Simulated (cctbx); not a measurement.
## Accept or mend?

Cell a = 16.8580 Å, b = 4.2460 Å, c = 6.6070 Å, α = 90.00°, β = 90.00°, γ = 90.00°; space group Pnma (no. 62).

The data are simulated with cctbx, not measured: Cu Kα, λ = 1.54184 Å, to d = 0.8 Å, 95 % of the full sphere, strongest reflection 40000 counts, noise from counting, a 4 % proportional error and a noise floor of 8 counts (s.d.); no absorption.

An anisotropic refinement with weights 1/σ² prints:

```text
Rint 0.038, 551 unique reflections to 0.80 A
cycle     R1     wR2    GooF  max shift (A)
   1  0.2605  0.5240  17.095   0.02911
   3  0.2357  0.4624  15.084   0.00029
final R1 0.2356 wR2 0.4624 GooF 15.084  parameters 36  data/parameter 15.3
atom        x        y        z      Ueq    occ   su(xyz)  su(Uiso or U11)
Ir1    0.35767  0.25000  0.95702   0.0032  1.000  0.00081  0.0027
In1    0.46837  0.75000  0.14578  -0.0039  1.000  0.00123  0.0034  NPD
In2    0.69070  0.25000  0.73563   0.0064  1.000  0.00140  0.0041
Ru1    0.77522  0.25000  0.05142   0.0077  1.000  0.00135  0.0052  NPD
Ru2    0.96165  0.75000  0.73685   0.0019  1.000  0.00148  0.0045  NPD
Ga1    0.69072  0.25000  0.34234  -0.0054  1.000  0.00187  0.0066  NPD
difference map: max 97.50 min -15.12 rms 5.74
Q1    0.0654  0.7500  0.9857    4  100.53  2.40 A from Ru2
Q2    0.1475  0.7500  0.4729    4   56.10  0.14 A from Ir1
Q3    0.2205  0.7500  0.9728    4   36.85  0.18 A from Ru1
Q4    0.0432  0.2500  0.2719    4   31.14  0.10 A from Ru2
Q5    0.0360  0.2500  0.6634    4   28.07  0.14 A from In1
Q6    0.1828  0.2500  0.1753    4   25.59  0.18 A from Ga1
```

**Question.** Can this result stand? If not, what is the likely fault?

Mend it. The fault: an atom left out, Ga at (0.0656, 3/4, 0.9919). Against the right model at the same level, R1 goes from 0.0126 to 0.2356 and GooF from 0.93 to 15.08, U of In1 shrinks from 0.0070 to -0.0039 Å², the top difference peak, 100.5 e/Å³, lies 2.40 Å from Ru2 and In1, Ru1, Ru2 and Ga1 go non-positive-definite. Q1 is the missing atom. With scattering power missing, scale and phases suffer, so peaks may also grow on the heavy atoms.

The compound is In2Ga2IrRu2. The right model at the same level gives:

```text
Rint 0.038, 551 unique reflections to 0.80 A
cycle     R1     wR2    GooF  max shift (A)
   1  0.0306  0.0785   2.577   0.00408
   2  0.0126  0.0284   0.932   0.00000
final R1 0.0126 wR2 0.0284 GooF 0.932  parameters 42  data/parameter 13.1
atom        x        y        z      Ueq    occ   su(xyz)  su(Uiso or U11)
Ir1    0.35724  0.25000  0.95948   0.0103  1.000  0.00004  0.0001
In1    0.46838  0.75000  0.14284   0.0070  1.000  0.00006  0.0002
In2    0.69072  0.25000  0.73826   0.0153  1.000  0.00007  0.0002
Ru1    0.77546  0.25000  0.04635   0.0132  1.000  0.00008  0.0003
Ru2    0.96129  0.75000  0.74071   0.0112  1.000  0.00008  0.0002
Ga1    0.68988  0.25000  0.34107   0.0096  1.000  0.00012  0.0004
Ga2    0.06556  0.75000  0.99180   0.0084  1.000  0.00012  0.0004
difference map: max 1.16 min -1.05 rms 0.27
Q1    0.2442  0.7500  0.5385    4    1.22  1.37 A from Ga1
Q2    0.0986  0.7500  0.7248    4    1.13  1.85 A from Ga2
Q3    0.1424  0.7500  0.2272    4    1.01  1.53 A from Ir1
Q4    0.0118  0.2500  0.4555    4    0.99  1.28 A from In1
Q5    0.2124  0.7500  0.1883    4    0.97  1.56 A from Ru1
Q6    0.2471  0.1214  0.4174    8    0.92  0.76 A from Ru1
```

This is a model crystal, built by substitution and not relaxed, with assumed displacement parameters.

[Middle refinement cycles are left out of these outputs.]

[Logs are printed without paths, hosts, clocks, repeated set-up lines and the standing remarks that a program may print on its own settings, such as how far it seeks lower states.]
